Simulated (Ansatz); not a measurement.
# Phonons of HfAgGe in the AlB2 type

Question: is the lattice of HfAgGe in the AlB2 type stable, and if so, what are its coupling constant and resistivity?

Calculated with Ansatz 0.2.0; DFT LDA, scalar-relativistic, plane waves, PAW; PAW set soft_1.

Most raw output is cut from this account.

The structure was built from a prototype and need not be the compound's stable phase.

## (1) The starting structure

It takes space group P-6m2 (No. 187, hexagonal). The conventional cell has a = 4.089 Å, b = 4.089 Å, c = 4.293 Å, α = 90.00°, β = 90.00°, γ = 120.00°. Hf has 6 Ge at 3.19 Å and 6 Ag at 3.19 Å nearest. Nearest to Ge lie 3 Ag at 2.36 Å and 6 Hf at 3.19 Å. Nearest to Ag lie 3 Ge at 2.36 Å and 6 Hf at 3.19 Å. Farther neighbours are not listed.

## (2) Rough relaxation

Large forces or a large pressure at the start call for a first relaxation with loose thresholds.

Input file input.yaml:

```yaml
crystal:
  lattice:
    - [4.08862, 0.0, 0.0]
    - [-2.04431, 3.54085, 0.0]
    - [0.0, 0.0, 4.29305]
  atoms:
    - { symbol: Hf, position: [0.0, 0.0, 0.0] }
    - { symbol: Ge, position: [0.33333333, 0.66666667, 0.5] }
    - { symbol: Ag, position: [0.66666667, 0.33333333, 0.5] }
kpoints:
  mp_grid: { grid: [6, 6, 6] }
hamiltonian:
  xc: lda
  pseudopotentials: { kind: paw, azcp: { folder: soft_1 }, xc_functional: pbe }
scf:
  occupations: { method: gaussian, width: 0.1 }
output:
  forces: true
  stress: true
  eigenvalues: true
relax:
  adjacent_minimum: "off"
  f_tol: 0.05
  max_steps: 80
  cell: { stress_tol: 0.5 }
```

Run with:

```console
$ ansatz run input.yaml --threads 4 --pin off --max-ram 12288MiB --backend cpu --events-out ev --progress --plain --runs-dir out
```

Wall time 8.3 s (4 threads of AMD EPYC 9B45 (Zen 5), shared host); peak memory 0.52 GiB; 29 s of CPU time.

Relaxation path:

```csv
step,energy less that of the first step (eV),largest force component (eV/Å),pressure (GPa),volume (Å³)
1,0.0000,0.0000,-10.10,62.15
2,-0.4289,0.0000,-6.92,58.77
3,-0.7500,0.0000,-3.65,55.97
4,-0.9475,0.0000,-0.50,53.62
5,-1.0997,0.0000,1.04,52.10
6,-1.2312,0.0000,2.08,50.82
7,-1.2645,0.0000,-0.42,51.17
8,-1.2669,0.0000,0.56,50.68
9,-1.2675,0.0000,0.09,50.79
10*,-1.2678,0.0000,0.10,50.79
```

Relaxation steps marked * repeat the geometry before them on a plane-wave basis chosen anew for their cell, so energy and pressure can jump there.

Forces are held to the 12 operations that the run works with; a distortion that breaks them can't arise in this run.

```csv
cell as run,before,after,change
a (Å),4.089,4.362,+6.7 %
b (Å),4.089,4.362,+6.7 %
c (Å),4.293,3.082,-28.2 %
volume (Å³/atom),20.72,16.93,-18.3 %
```

The relaxed structure:

```
Hf Ge Ag
1.0
     4.36247    0.00000    0.00000
    -2.18124    3.77801    0.00000
     0.00000    0.00000    3.08152
Hf Ge Ag
1 1 1
Direct
  0.00000 0.00000 0.00000
  0.33333 0.66667 0.50000
  0.66667 0.33333 0.50000
```

Numbers from this step:

| Property | Result |
| --- | --- |
| pressure | 0.1000 GPa |
| volume per atom | 16.93 Å³/atom |
| metallic on mesh | yes |
| gap on the k-mesh | 0 eV |

The largest force is now zero by symmetry and the largest stress component 0.15 GPa.

## (3) Relaxing cell and atoms

The structure is brought to rest under this functional.

input.yaml, the sections that differ from step 2:

```yaml
crystal:
  lattice:
    - [4.3624733854, 0.0, 0.0]
    - [-2.1812366927, 3.7780127751, 0.0]
    - [0.0, 0.0, 3.0815207502]
  atoms:
    - { symbol: Hf, position: [0.0, 0.0, 0.0] }
    - { symbol: Ge, position: [0.3333333333, 0.6666666667, 0.5] }
    - { symbol: Ag, position: [0.6666666667, 0.3333333333, 0.5] }
kpoints:
  mp_grid: { grid: [9, 9, 10] }
relax:
  adjacent_minimum: "off"
  f_tol: 0.005
  max_steps: 80
  cell: { stress_tol: 0.05 }
# hamiltonian, scf, output: as in step 2
```

The job ended after 6.4 s (4 threads; peak memory 0.56 GiB; 23 s of CPU time).

Step by step:

```csv
step,energy less that of the first step (eV),largest force component (eV/Å),pressure (GPa),volume (Å³)
1,0.0000,0.0000,0.03,50.79
2,0.0000,0.0000,-0.26,50.91
3,-0.0001,0.0000,0.06,50.80
4,-0.0001,0.0000,0.00,50.82
5,-0.0001,0.0000,0.00,50.82
```

The log counts 1 steps on a newly chosen plane-wave basis, not all of them marked here; energy and pressure can jump at such steps.

```csv
"conventional cell, symmetrised",before,after,change
a (Å),4.362,4.359,-0.1 %
b (Å),4.362,4.359,-0.1 %
c (Å),3.082,3.089,+0.2 %
volume (Å³/atom),16.93,16.94,+0.1 %
```

The relaxed structure:

```
Hf Ge Ag
1.0
     4.35875    0.00000    0.00000
    -2.17938    3.77479    0.00000
     0.00000    0.00000    3.08851
Hf Ge Ag
1 1 1
Cartesian
  0.0000 0.0000 0.0000
  0.0000 2.5165 1.5443
  2.1794 1.2583 1.5443
```

This step gave:

* pressure: 0.002417 GPa
* volume per atom: 16.94 Å³/atom

The largest force is now zero by symmetry and the largest stress component 0.0046 GPa.

## (4) Tight relaxation

No force is left; the cell is relaxed once more with another smearing and tight thresholds.

input.yaml, the sections that differ from step 3:

```yaml
crystal:
  lattice:
    - [4.3587513551, 0.0, 0.0]
    - [-2.1793756776, 3.7747894023, 0.0]
    - [0.0, 0.0, 3.0885084659]
  atoms:
    - { symbol: Hf, position: [0.0, 0.0, 0.0] }
    - { symbol: Ge, position: [0.3333333333, 0.6666666667, 0.5] }
    - { symbol: Ag, position: [0.6666666667, 0.3333333333, 0.5] }
scf:
  occupations: { method: methfessel_paxton, width: 0.2 }
relax:
  adjacent_minimum: "off"
  f_tol: 0.001
  max_steps: 60
  cell: { stress_tol: 0.01 }
# kpoints, hamiltonian, output: as in step 3
```

Elapsed: 6 s, on 4 threads; peak memory 0.56 GiB.

Little changed from the start: no atom moved by 0.005 Å and no cell edge by 0.1 %.

This step gave:

* pressure: 5.40e-5 GPa

The largest force is now zero by symmetry and the largest stress component 1.1e-4 GPa, small enough for phonons.

## (5) Phonons: q 2×2×2, k 4×4×6

Couplings are defined for a stable lattice alone, so phonons come first.

Input file input.yaml:

```yaml
crystal:
  lattice:
    - [4.3582796991, 0.0, 0.0]
    - [-2.1791398496, 3.7743809362, 0.0]
    - [0.0, 0.0, 3.0891916584]
  atoms:
    - { symbol: Hf, position: [0.0, 0.0, 0.0] }
    - { symbol: Ge, position: [0.3333333333, 0.6666666667, 0.5] }
    - { symbol: Ag, position: [0.6666666667, 0.3333333333, 0.5] }
kpoints:
  mp_grid: { grid: [4, 4, 6] }
hamiltonian:
  xc: lda
  pseudopotentials: { kind: paw, azcp: { folder: soft_1 }, xc_functional: pbe }
scf:
  occupations: { method: methfessel_paxton, width: 0.2 }
output:
  eigenvalues: true
phonons:
  method: dfpt
  qmesh: [2, 2, 2]
  temperatures: { t_max: 1000, t_step: 50 }
  qpath:
    path:
      - [[0.0, 0.0, 0.0], [0.5, 0.0, 0.0], [0.33333333, 0.33333333, 0.0], [0.0, 0.0, 0.0], [0.0, 0.0, 0.5], [0.5, 0.0, 0.5], [0.33333333, 0.33333333, 0.5], [0.0, 0.0, 0.5]]
      - [[0.5, 0.0, 0.5], [0.5, 0.0, 0.0]]
      - [[0.33333333, 0.33333333, 0.5], [0.33333333, 0.33333333, 0.0]]
    npoints: 10
```

Elapsed: 19 s, on 4 threads; peak memory 0.59 GiB; 69 s of CPU time.

Numbers from this step:

```yaml
share_of_imaginary_modes_in_the_plain_interpolation_between_solved_wavevectors: 0.0676
highest_frequency_solved_or_plainly_interpolated: 246.4 cm⁻¹
```

Solved on the 2×2×2 mesh alone; all other wavevectors are interpolated. Phonon branches along the path, in cm⁻¹:

```csv
point,branch 1,branch 2,branch 3,branch 4,branch 5,branch 6,branch 7,branch 8,branch 9
Γ,-30,0,0,0,114,133,133,226,226
halfway,31,36,45,76,108,120,122,222,237
M,38,56,71,74,98,111,150,209,246
halfway,43,58,75,75,95,96,165,206,245
K,56,60,68,84,85,89,182,199,244
halfway,33,42,51,82,106,110,131,221,238
Γ,-30,0,0,0,114,133,133,226,226
halfway,-46,59,59,89,127,127,129,226,226
A,-63,97,97,110,110,130,141,226,226
halfway,-76,70,99,99,106,144,146,212,226
L,-83,29,87,98,114,146,149,198,226
halfway,-81,38,56,111,124,144,151,188,229
H,-79,33,44,107,137,142,158,174,230
halfway,-78,64,83,106,110,146,146,207,227
A,-63,97,97,110,110,130,141,226,226
jump to L,-83,29,87,98,114,146,149,198,226
halfway,-24,34,67,98,112,120,149,203,237
M,38,56,71,74,98,111,150,209,246
jump to H,-79,33,44,107,137,142,158,174,230
halfway,10,30,45,99,112,118,173,187,237
K,56,60,68,84,85,89,182,199,244
```

Lowest modes at the softest wavevector of the mesh. The modes at q = (0.000, 0.500, 0.500) (shares of kinetic energy by element, %) (negative means imaginary):

```csv
mode,frequency (cm⁻¹),Hf %,Ge %,Ag %
1,-83.2,2,7,91
2,29.3,66,34,0
3,86.8,0,43,57
4,98.4,49,8,43
5,113.5,100,0,0
6,145.9,31,59,9
```

Displacements in mode 1 (-83.2 cm⁻¹), the largest set to 1, in the home cell:
```
Hf1  0.00 -0.13  0.00
Ge2  0.00  0.00  0.34
Ag3  0.00  0.00 -1.00
```

Displacements in mode 2 (29.3 cm⁻¹), the largest set to 1, in the home cell:
```
Hf1 0.00 0.90 0.00
Ge2 0.00 0.00 1.00
Ag3 0.00 0.00 0.04
```

Among the solved wavevectors the lowest mode, translations apart, is -83.2 cm⁻¹, imaginary.

## (6) Phonons: q 3×3×2, k 6×6×8

An imaginary mode on so few k-points may come from the sampling, so the phonons are repeated with another q and k mesh.

Edit input.yaml of step 5 so:

```diff
@@ -10,3 +10,3 @@
 kpoints:
-  mp_grid: { grid: [4, 4, 6] }
+  mp_grid: { grid: [6, 6, 8] }
 hamiltonian:
@@ -20,3 +20,3 @@
   method: dfpt
-  qmesh: [2, 2, 2]
+  qmesh: [3, 3, 2]
   temperatures: { t_max: 1000, t_step: 50 }
```

It took 71 s on 4 threads; peak memory 0.9 GiB.

Numbers from this step:

| Property | Result |
| --- | --- |
| share of imaginary modes in the plain interpolation between solved wavevectors | 0.0393 |
| highest frequency, solved or plainly interpolated | 247.2 cm⁻¹ |

Solved on the 3×3×2 mesh alone; all other wavevectors are interpolated. Phonon branches along the path, in cm⁻¹:

```csv
point,branch 1,branch 2,branch 3,branch 4,branch 5,branch 6,branch 7,branch 8,branch 9
Γ,0,0,0,47,112,148,148,233,233
halfway,36,50,61,86,108,132,134,231,242
M,53,67,76,96,98,112,156,217,247
halfway,61,68,78,92,94,101,168,212,247
K,70,80,80,85,86,90,182,202,247
halfway,42,55,64,91,106,124,139,229,242
Γ,0,0,0,47,112,148,148,233,233
halfway,16,62,62,93,128,139,139,231,231
A,-45,106,106,115,115,136,140,229,229
halfway,-45,79,105,106,107,148,154,219,230
L,-37,60,94,107,108,148,153,208,230
halfway,-43,59,66,113,124,146,154,198,233
H,-49,42,60,118,132,144,157,187,235
halfway,-42,70,93,110,113,148,156,214,232
A,-45,106,106,115,115,136,140,229,229
jump to L,-37,60,94,107,108,148,153,208,230
halfway,41,68,73,104,112,126,154,211,239
M,53,67,76,96,98,112,156,217,247
jump to H,-49,42,60,118,132,144,157,187,235
halfway,33,56,56,110,116,118,172,195,241
K,70,80,80,85,86,90,182,202,247
```

Lowest modes at the softest wavevector of the mesh. The modes at q = (-0.333, -0.333, 0.500) (shares of kinetic energy by element, %) (negative means imaginary):

```csv
mode,frequency (cm⁻¹),Hf %,Ge %,Ag %
1,-49.0,33,0,67
2,42.2,14,32,53
3,60.1,61,39,0
4,118.2,67,0,33
5,131.6,81,17,2
6,143.7,39,61,0
```

Displacements in mode 1 (-49.0 cm⁻¹), the largest set to 1, in the home cell (x, y, z of the real part, then of the imaginary part):
```
Hf1  0.33  0.19  0.00 -0.19  0.33  0.00
Ge2  0.00  0.00  0.00  0.00  0.00  0.00
Ag3  0.00  0.00  1.00  0.00  0.00  0.00
```

Displacements in mode 3 (60.1 cm⁻¹), the largest set to 1, in the home cell (x, y, z of the real part, then of the imaginary part):
```
Hf1 0.00 0.56 0.00 0.56 0.00 0.00
Ge2 0.00 0.00 1.00 0.00 0.00 0.00
Ag3 0.00 0.00 0.00 0.00 0.00 0.00
```

The modes has structure finer than the step of the table below, so its rows give means over 10 cm⁻¹, whole bins alone (the curve runs from -58.5 to 265 cm⁻¹). Peaks (cm⁻¹: height): Ag -40.2: 0.0133, 59.3: 0.0225, 106.1: 0.0226, 154.8: 0.0266, 234.1: 0.0309; Ge 65.4: 0.0236, 146.7: 0.0252, 232.1: 0.0471; Hf 59.3: 0.0299, 106.1: 0.0524, 142.7: 0.0205.

Phonopy on the run's constants, 15x15x19 mesh, Gaussian sigma 2.3 cm⁻¹. Modes against wavenumber; means over each step; values in 1/cm⁻¹/cell:

```csv
wavenumber (cm⁻¹),Ag,Ge,Hf
-50,0.00241,2.8e-4,4.0e-4
-40,0.0120,0.00120,0.00254
-30,0.00695,6.8e-4,0.00173
-20,0.00425,4.7e-4,0.00110
-10,9.3e-4,1.3e-4,2.2e-4
0,4.5e-4,4.9e-5,1.7e-4
10,0.00206,3.2e-4,6.4e-4
20,0.00423,8.0e-4,0.00188
30,0.00580,0.00154,0.00336
40,0.00911,0.00353,0.00666
50,0.0159,0.0127,0.0169
60,0.0201,0.0227,0.0264
70,0.0180,0.0191,0.0180
80,0.0145,0.0112,0.0132
90,0.00915,0.00548,0.0187
100,0.0172,0.00698,0.0420
110,0.0207,0.0135,0.0482
120,0.0135,0.0142,0.0315
130,0.00702,0.0118,0.0165
140,0.0122,0.0202,0.0189
150,0.0165,0.0186,0.0175
160,0.0141,0.00645,0.00698
170,0.00394,0.00110,0.00114
180,0.00103,2.0e-4,3.0e-4
190,3.4e-4,0.00287,5.8e-5
200,0.00257,0.0101,5.0e-4
210,0.00796,0.0208,0.00121
220,0.00928,0.0201,7.8e-4
230,0.0219,0.0350,9.2e-4
240,0.0213,0.0309,0.00135
250,0.00476,0.00696,3.7e-4
```

No LO-TO term; unit eigenvectors of the mass-weighted matrix. The modes at Γ (shares of kinetic energy by element, %):

```csv
mode,frequency (cm⁻¹),symmetry,Hf %,Ge %,Ag %
1,0.0,unnamed,50,20,30
2,0.0,unnamed,50,20,30
3,0.0,unnamed,50,20,30
4,46.7,A2'',0,64,36
5,111.9,A2'',50,16,34
6,147.6,E',50,18,32
7,147.6,E',50,18,32
8,233.4,E',0,62,38
9,233.4,E',0,62,38
```

Displacements in mode 4 (46.7 cm⁻¹), the largest set to 1:
```
Hf1  0.00  0.00 -0.03
Ge2  0.00  0.00  1.00
Ag3  0.00  0.00 -0.62
```

Displacements in mode 9 (233.4 cm⁻¹), the largest set to 1:
```
Hf1  0.00 -0.02  0.00
Ge2  0.00  1.00  0.00
Ag3  0.00 -0.64  0.00
```

Among the solved wavevectors the lowest mode, translations apart, is -49 cm⁻¹, imaginary.

## (7) Summary of results

* phonon run of the rows without a label of their own: LDA, q 3×3×2, k 6×6×8
* softest mode on the q mesh: -49 cm⁻¹ at q = (-0.333, -0.333, 0.5)
* highest frequency, solved or plainly interpolated: 247 cm⁻¹

What this shows: The lattice is dynamically unstable at this level: a mode at q = (-0.333, -0.333, 0.5) is imaginary, 49i cm⁻¹, so no harmonic coupling constant or resistivity is defined for this structure. These meshes are coarse, and single modes of a metal can move by tens of cm⁻¹ with the k mesh. The coarser mesh found an imaginary mode at another wavevector, which this mesh lacks. Spin–orbit coupling, left out here, matters for Hf. The phonon runs are not spin-polarised. The PAW files were made for PBE; under other functionals the run regenerates their frozen core. The structure was built by hand as an ordered model, and its stability against other phases was not tested.

[Logs are printed without paths, hosts, clocks, repeated set-up lines and the standing remarks that a program may print on its own settings, such as how far it seeks lower states.]

[Hosts, paths, dates, database ids (printed as entryN), source tags and the programs' standing remarks are cut or masked in the printed files.]
